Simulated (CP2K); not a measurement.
Two runs for the O K edge of boroxine. Run A: CP2K XAS_TDP, all-electron GAPW, PBEh(45%), aug-cc-pVDZ, TDA, no relativity. Run B differs in one setting.

First lines with a strength over 0.0015. A:

```tsv
atom	energy (eV)	states	strength, one atom
O2 (bonded to 2 B), 3 alike	529.83	1	0.0295
	533.03	1	0.0032
	534.06	1	0.0025
	534.53	1	0.0017
	534.74	1	0.0059
```

B:

```tsv
atom	energy (eV)	states	strength, one atom
O2 (bonded to 2 B), 3 alike	534.86	1	0.0292
	538.06	1	0.0032
	539.09	1	0.0025
	539.56	1	0.0017
	539.76	1	0.0058
```

**Question.** Which was it: the basis, scalar relativity switched on, GW2X switched on, the functional?

GW2X switched on. GW2X shifts an atom's lines together and keeps their spacings. Against PBEh(45%) in aug-cc-pVDZ, the leading line moves by +5.03 eV, to 534.86 eV.

[Banner, clock and machine lines of the logs are left out without a mark of their own.]

[Logs are printed without paths, hosts, clocks, repeated set-up lines and the standing remarks that a program may print on its own settings, such as how far it seeks lower states.]

[Hosts, paths, dates, database ids (printed as entryN), source tags and the programs' standing remarks are cut or masked in the printed files.]
